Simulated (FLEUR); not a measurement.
# Collinear magnetic orders of Fe with FLEUR

Wanted: the moments of Fe and the energy of each order that was tried.

Program: FLEUR MaX-R8.1. Level of theory: PBEsol; all-electron FLAPW, Dirac cores, scalar-relativistic bands. Results are calculated unless marked as measured.

Report form: the programs' logs are mostly left out.

The database entry behind the starting cell differs from later determinations by our own check (about 0.2 % short), so it need not match the best structure at ambient conditions.

### Step 1. Starting point

It takes space group Im-3m (No. 229, cubic). Conventional cell: a = 2.860 Å, b = 2.860 Å, c = 2.860 Å, α = 90.00°, β = 90.00°, γ = 90.00°. Fe has 8 Fe at 2.48 Å nearest.

### Step 2. Run 1 (ferro +)

The parallel start is the test of whether parallel moments hold.

inpgen writes inp.xml from crystal.txt; cutoffs, mixing, functional, smearing and local orbitals are then set in the file. The k list default-1 (kpts.xml, not shown) is a Γ-centred 14×14×14 mesh; where the ranks do not divide the number of points, some are split in two of half the weight.

File inp.xml:

```
<?xml version="1.0" encoding="UTF-8" standalone="no"?>
<fleurInput fleurInputVersion="0.39">
   <comment>
      Fe
   </comment>
   <calculationSetup>
      <cutoffs Kmax="3.6" Gmax="10.8" GmaxXC="10.8" numbands="0"/>
      <scfLoop itmax="90" minDistance="0.00002" maxIterBroyd="15" imix="Anderson" alpha="0.05" precondParam="0.0" spinf="2.0" sdNocoIR="T"/>
      <coreElectrons ctail="T" frcor="F" kcrel="0" coretail_lmax="0"/>
      <xcFunctional name="PBEs" relativisticCorrections="F"/>
      <magnetism jspins="2"/>
      <soc l_soc="F" theta="0.0" phi="0.0" spav="F"/>
      <expertModes spex="0" secvar="F"/>
      <geometryOptimization l_f="F" forcealpha="1.0" forcemix="BFGS" epsdisp="0.00001" epsforce="0.00001"/>
      <ldaU l_linMix="F" mixParam="0.05" spinf="1.0"/>
   </calculationSetup>
   <cell>
      <bzIntegration valenceElectrons="16.0" mode="hist" fermiSmearingEnergy="0.00183747">
         <kPointListSelection listName="default-1"/>
         <xi:include xmlns:xi="http://www.w3.org/2001/XInclude" href="kpts.xml"> </xi:include>
      </bzIntegration>
      <xi:include xmlns:xi="http://www.w3.org/2001/XInclude" href="sym.xml"> </xi:include>
      <bulkLattice scale="1.0">
         <bravaisMatrix>
            <row-1>   -2.7027618924479038     2.7027618924479038     2.7027618924479038</row-1>
            <row-2>    2.7027618924479038    -2.7027618924479038     2.7027618924479038</row-2>
            <row-3>    2.7027618924479038     2.7027618924479038    -2.7027618924479038</row-3>
         </bravaisMatrix>
      </bulkLattice>
   </cell>
   <atomSpecies>
      <species name="Iron (Fe) 2.800" element="Fe" atomicNumber="26">
         <mtSphere radius="2.28" gridPoints="753" logIncrement="0.016"/>
         <atomicCutoffs lmax="8" lnonsphr="6"/>
         <electronConfig flipSpins="F">
            <coreConfig>(1s1/2) (2s1/2) (2p1/2) (2p3/2)</coreConfig>
            <valenceConfig>(3s1/2) (3p1/2) (3p3/2) (4s1/2) (3d3/2) (3d5/2)</valenceConfig>
            <stateOccupation state="(3d3/2)" spinUp="1.4" spinDown="1.0"/>
            <stateOccupation state="(3d5/2)" spinUp="3.0" spinDown="0.6"/>
         </electronConfig>
         <energyParameters s="4" p="4" d="3" f="4"/>
         <lo type="SCLO" l="0" n="3" eDeriv="0"/>
         <lo type="SCLO" l="1" n="3" eDeriv="0"/>
      </species>
   </atomSpecies>
   <atomGroups>
      <atomGroup species="Iron (Fe) 2.800">
         <relPos label="                   1">.0000000000 .0000000000 .0000000000</relPos>
         <force calculate="T" relaxXYZ="TTT"/>
      </atomGroup>
   </atomGroups>
   <output dos="F" band="F" slice="F">
      <bandDOS minEnergy="-.5*Htr" maxEnergy="0.5*Htr" sigma="0.015" storeEVData="T"/>
      <plotting iplot="0" polar="F">
         <plot TwoD="T" vec1="  1.0  0.0  0.0" vec2="  0.0  1.0  0.0" vec3="  0.0  0.0  1.0" zero="  0.0  0.0  0.0" file="plot"/>
      </plotting>
      <moessbauerParams electricFieldGradient="F" isomerShift="F" coreHyperfine="F" valenceHyperfine="F"/>
   </output>
</fleurInput>
```

File crystal.txt:

```
Fe
&input film=F cartesian=F /
-1.43024000000  1.43024000000  1.43024000000
1.43024000000  -1.43024000000  1.43024000000
1.43024000000  1.43024000000  -1.43024000000
1.8897261246
1.0 1.0 1.0

1
26 0.00000000000  0.00000000000  0.00000000000 : 2.800

&kpt div1=14 div2=14 div3=14 gamma=T /
```

The run is started by

```
> OMP_NUM_THREADS=1 inpgen -f crystal.txt > inpgen.log  # inp.xml is then edited as shown
> OMP_NUM_THREADS=1 mpirun -n 4 fleur_MPI > fleur.log
```

Elapsed: 5.7 s, on 4 MPI ranks of Arm Neoverse V2, shared host; peak memory 0.15 GiB; 23 s of CPU time.

Numbers from this step:

- free energy: -34603.0680 eV
- program's band gap on this mesh (in a metal only a level spacing): 0.02600 eV
- magnetization: 2.224 μB
- final state: ferromagnetic
- largest moment: 2.270 μB

After 18 cycles the largest moment stands at 2.27 μB.

### Step 3. Start 2: antiferro q=(1/2,1/2,1/2) +-

Another pattern of signs weighs the neighbour shells otherwise.

This order needs a doubled cell of 2 atoms. The mesh is halved along the doubled vector, so that both cells sample the same points. The k list default-1 (kpts.xml, not shown) is a Γ-centred 7×14×14 mesh.

Edit inp.xml of step 2 so:

```diff
@@ -17,3 +17,3 @@
    <cell>
-      <bzIntegration valenceElectrons="16.0" mode="hist" fermiSmearingEnergy="0.00183747">
+      <bzIntegration valenceElectrons="32.0" mode="hist" fermiSmearingEnergy="0.00183747">
          <kPointListSelection listName="default-1"/>
@@ -24,5 +24,5 @@
          <bravaisMatrix>
-            <row-1>   -2.7027618924479038     2.7027618924479038     2.7027618924479038</row-1>
-            <row-2>    2.7027618924479038    -2.7027618924479038     2.7027618924479038</row-2>
-            <row-3>    2.7027618924479038     2.7027618924479038    -2.7027618924479038</row-3>
+            <row-1>   -5.4055237848958075     5.4055237848958075     5.4055237848958075</row-1>
+            <row-2>    0.0000000000000000     0.0000000000000000     5.4055237848958075</row-2>
+            <row-3>    0.0000000000000000     5.4055237848958075     0.0000000000000000</row-3>
          </bravaisMatrix>
@@ -44,2 +44,15 @@
       </species>
+      <species name="Iron (Fe) -2.800" element="Fe" atomicNumber="26">
+         <mtSphere radius="2.28" gridPoints="753" logIncrement="0.016"/>
+         <atomicCutoffs lmax="8" lnonsphr="6"/>
+         <electronConfig flipSpins="F">
+            <coreConfig>(1s1/2) (2s1/2) (2p1/2) (2p3/2)</coreConfig>
+            <valenceConfig>(3s1/2) (3p1/2) (3p3/2) (4s1/2) (3d3/2) (3d5/2)</valenceConfig>
+            <stateOccupation state="(3d3/2)" spinUp="1.0" spinDown="1.4"/>
+            <stateOccupation state="(3d5/2)" spinUp="0.6" spinDown="3.0"/>
+         </electronConfig>
+         <energyParameters s="4" p="4" d="3" f="4"/>
+         <lo type="SCLO" l="0" n="3" eDeriv="0"/>
+         <lo type="SCLO" l="1" n="3" eDeriv="0"/>
+      </species>
    </atomSpecies>
@@ -48,2 +61,6 @@
          <relPos label="                   1">.0000000000 .0000000000 .0000000000</relPos>
+         <force calculate="T" relaxXYZ="TTT"/>
+      </atomGroup>
+      <atomGroup species="Iron (Fe) -2.800">
+         <relPos label="                   2">1.000/2.000 .0000000000 .0000000000</relPos>
          <force calculate="T" relaxXYZ="TTT"/>
```

File crystal.txt:

```
Fe
&input film=F cartesian=F /
-2.86048000000  2.86048000000  2.86048000000
0.00000000000  0.00000000000  2.86048000000
0.00000000000  2.86048000000  0.00000000000
1.8897261246
1.0 1.0 1.0

2
26 0.00000000000  0.00000000000  0.00000000000 : 2.800
26 0.50000000000  0.00000000000  0.00000000000 : -2.800

&kpt div1=7 div2=14 div3=14 gamma=T /
```

Run time: 24 s. Hardware: 4 MPI ranks; peak memory 0.22 GiB.

This step gave:

```
free energy                                                       : -69205.2467 eV
program's band gap on this mesh (in a metal only a level spacing) : 2.03e-8 eV
magnetization                                                     : 0 μB
final state                                                       : antiferromagnetic
largest moment                                                    : 1.653 μB
```

It lies 445 meV a seeded atom over the first start, and its largest moment is 1.65 μB against 2.27 μB.

### Step 4. Order 3, typed as antiferro q=(0,0,1/2) +-

An opposed order shows whether neighbours prefer unlike signs.

The cell is doubled to 2 atoms to hold this order. The mesh is halved along the doubled vector, so that both cells sample the same points. The k list default-1 (kpts.xml, not shown) is a Γ-centred 14×14×7 mesh.

Edit inp.xml of step 3 so:

```diff
@@ -24,5 +24,5 @@
          <bravaisMatrix>
-            <row-1>   -5.4055237848958075     5.4055237848958075     5.4055237848958075</row-1>
-            <row-2>    0.0000000000000000     0.0000000000000000     5.4055237848958075</row-2>
-            <row-3>    0.0000000000000000     5.4055237848958075     0.0000000000000000</row-3>
+            <row-1>   -2.7027618924479038     2.7027618924479038     2.7027618924479038</row-1>
+            <row-2>    2.7027618924479038    -2.7027618924479038     2.7027618924479038</row-2>
+            <row-3>    5.4055237848958075     5.4055237848958075    -5.4055237848958075</row-3>
          </bravaisMatrix>
@@ -64,3 +64,3 @@
       <atomGroup species="Iron (Fe) -2.800">
-         <relPos label="                   2">1.000/2.000 .0000000000 .0000000000</relPos>
+         <relPos label="                   2">.0000000000 .0000000000 1.000/2.000</relPos>
          <force calculate="T" relaxXYZ="TTT"/>
```

File crystal.txt:

```
Fe
&input film=F cartesian=F /
-1.43024000000  1.43024000000  1.43024000000
1.43024000000  -1.43024000000  1.43024000000
2.86048000000  2.86048000000  -2.86048000000
1.8897261246
1.0 1.0 1.0

2
26 0.00000000000  0.00000000000  0.00000000000 : 2.800
26 0.00000000000  0.00000000000  0.50000000000 : -2.800

&kpt div1=14 div2=14 div3=7 gamma=T /
```

The job ended after 52 s (4 MPI ranks; peak memory 0.27 GiB).

Spin moment in the muffin-tin sphere by atom:

| atom | spin moment in the muffin-tin sphere (μB) |
| --- | --- |
| Fe1 | 2.05 |
| Fe2 | -2.05 |

Read from the output:

```
free energy                                                       : -69205.7039 eV
program's band gap on this mesh (in a metal only a level spacing) : 0.001004 eV
magnetization                                                     : 0 μB
final state                                                       : antiferromagnetic
```

It lies 216 meV a seeded atom over the first start, and its largest moment is 2.05 μB against 2.27 μB.

### Step 5. Order 4, typed as no spin polarisation

A spinless run gives the zero against which the gain from the moments is read.

The k list default-1 (kpts.xml, not shown) is a Γ-centred 14×14×14 mesh.

File inp.xml:

```
<?xml version="1.0" encoding="UTF-8" standalone="no"?>
<fleurInput fleurInputVersion="0.39">
   <comment>
      Fe
   </comment>
   <calculationSetup>
      <cutoffs Kmax="3.6" Gmax="10.8" GmaxXC="10.8" numbands="0"/>
      <scfLoop itmax="90" minDistance="0.00002" maxIterBroyd="15" imix="Anderson" alpha="0.05" precondParam="0.0" spinf="2.0" sdNocoIR="T"/>
      <coreElectrons ctail="T" frcor="F" kcrel="0" coretail_lmax="0"/>
      <xcFunctional name="PBEs" relativisticCorrections="F"/>
      <magnetism jspins="1"/>
      <soc l_soc="F" theta="0.0" phi="0.0" spav="F"/>
      <expertModes spex="0" secvar="F"/>
      <geometryOptimization l_f="F" forcealpha="1.0" forcemix="BFGS" epsdisp="0.00001" epsforce="0.00001"/>
      <ldaU l_linMix="F" mixParam="0.05" spinf="1.0"/>
   </calculationSetup>
   <cell>
      <bzIntegration valenceElectrons="16.0" mode="hist" fermiSmearingEnergy="0.00183747">
         <kPointListSelection listName="default-1"/>
         <xi:include xmlns:xi="http://www.w3.org/2001/XInclude" href="kpts.xml"> </xi:include>
      </bzIntegration>
      <xi:include xmlns:xi="http://www.w3.org/2001/XInclude" href="sym.xml"> </xi:include>
      <bulkLattice scale="1.0">
         <bravaisMatrix>
            <row-1>   -2.7027618924479038     2.7027618924479038     2.7027618924479038</row-1>
            <row-2>    2.7027618924479038    -2.7027618924479038     2.7027618924479038</row-2>
            <row-3>    2.7027618924479038     2.7027618924479038    -2.7027618924479038</row-3>
         </bravaisMatrix>
      </bulkLattice>
   </cell>
   <atomSpecies>
      <species name="Iron (Fe)" element="Fe" atomicNumber="26">
         <mtSphere radius="2.28" gridPoints="753" logIncrement="0.016"/>
         <atomicCutoffs lmax="8" lnonsphr="6"/>
         <electronConfig flipSpins="F">
            <coreConfig>(1s1/2) (2s1/2) (2p1/2) (2p3/2)</coreConfig>
            <valenceConfig>(3s1/2) (3p1/2) (3p3/2) (4s1/2) (3d3/2) (3d5/2)</valenceConfig>
            <stateOccupation state="(3d3/2)" spinUp="1.200000" spinDown="1.200000"/>
            <stateOccupation state="(3d5/2)" spinUp="1.800000" spinDown="1.800000"/>
         </electronConfig>
         <energyParameters s="4" p="4" d="3" f="4"/>
         <lo type="SCLO" l="0" n="3" eDeriv="0"/>
         <lo type="SCLO" l="1" n="3" eDeriv="0"/>
      </species>
   </atomSpecies>
   <atomGroups>
      <atomGroup species="Iron (Fe)">
         <relPos label="                   1">.0000000000 .0000000000 .0000000000</relPos>
         <force calculate="T" relaxXYZ="TTT"/>
      </atomGroup>
   </atomGroups>
   <output dos="F" band="F" slice="F">
      <bandDOS minEnergy="-.5*Htr" maxEnergy="0.5*Htr" sigma="0.015" storeEVData="T"/>
      <plotting iplot="0" polar="F">
         <plot TwoD="T" vec1="  1.0  0.0  0.0" vec2="  0.0  1.0  0.0" vec3="  0.0  0.0  1.0" zero="  0.0  0.0  0.0" file="plot"/>
      </plotting>
      <moessbauerParams electricFieldGradient="F" isomerShift="F" coreHyperfine="F" valenceHyperfine="F"/>
   </output>
</fleurInput>
```

File crystal.txt:

```
Fe
&input film=F cartesian=F /
-1.43024000000  1.43024000000  1.43024000000
1.43024000000  -1.43024000000  1.43024000000
1.43024000000  1.43024000000  -1.43024000000
1.8897261246
1.0 1.0 1.0

1
26 0.00000000000  0.00000000000  0.00000000000

&kpt div1=14 div2=14 div3=14 gamma=T /
```

Elapsed: 2.9 s, on 4 MPI ranks; peak memory 0.15 GiB.

Read from the output:

* free energy: -34602.5392 eV
* program's band gap on this mesh (in a metal only a level spacing): 0.004611 eV
* final state: non-magnetic (no spin polarisation)

It lies 529 meV a seeded atom over the first start.

### Step 6. Ranking

Free energies are divided by the number of seeded atoms, so that cells of unlike size compare. Wavevectors q in the names are fractions of the primitive cell's reciprocal vectors.

Orders:

| start | final state | typed order kept | energy over the lowest (meV a seeded atom) | largest sphere moment (μB) | net moment (μB a primitive cell) | mesh matched | CPU time (s) |
| --- | --- | --- | --- | --- | --- | --- | --- |
| ferro + | ferromagnetic | yes | 0 | 2.27 | 2.224 | yes | 22.55 |
| antiferro q=(1/2,1/2,1/2) +- | antiferromagnetic | yes | 444.7 | 1.653 | 0 | yes | 96.12 |
| antiferro q=(0,0,1/2) +- | antiferromagnetic | yes | 216 | 2.051 | 0 | yes | 207.1 |
| no spin polarisation | non-magnetic | - | 528.8 | 0 | 0 | yes | 11.13 |

### Step 7. Results

```
lowest state found                 : ferromagnetic (typed ferro +)
largest site spin moment           : 2.27 μB
next finished state                : antiferromagnetic, 216 meV a seeded atom higher
energy gained by spin polarisation : 529 meV a seeded atom
```

In words: The lowest state found is ferromagnetic, reached from the start ferro +, with moments up to 2.27 μB. The next finished state costs 216 meV a seeded atom. This is the lowest of 4 finished starts, no proof of the ground state.

[Logs and program files are shortened in this print: banners, set-up blocks, solver, clock and traceback lines can be left out without a mark of their own.]

[Logs are printed without paths, hosts, clocks, repeated set-up lines and the standing remarks that a program may print on its own settings, such as how far it seeks lower states.]

[Hosts, paths, dates, database ids (printed as entryN), source tags and the programs' standing remarks are cut or masked in the printed files.]

[Where a cell is said to come from a database of computed structures, the database is the Materials Project.]
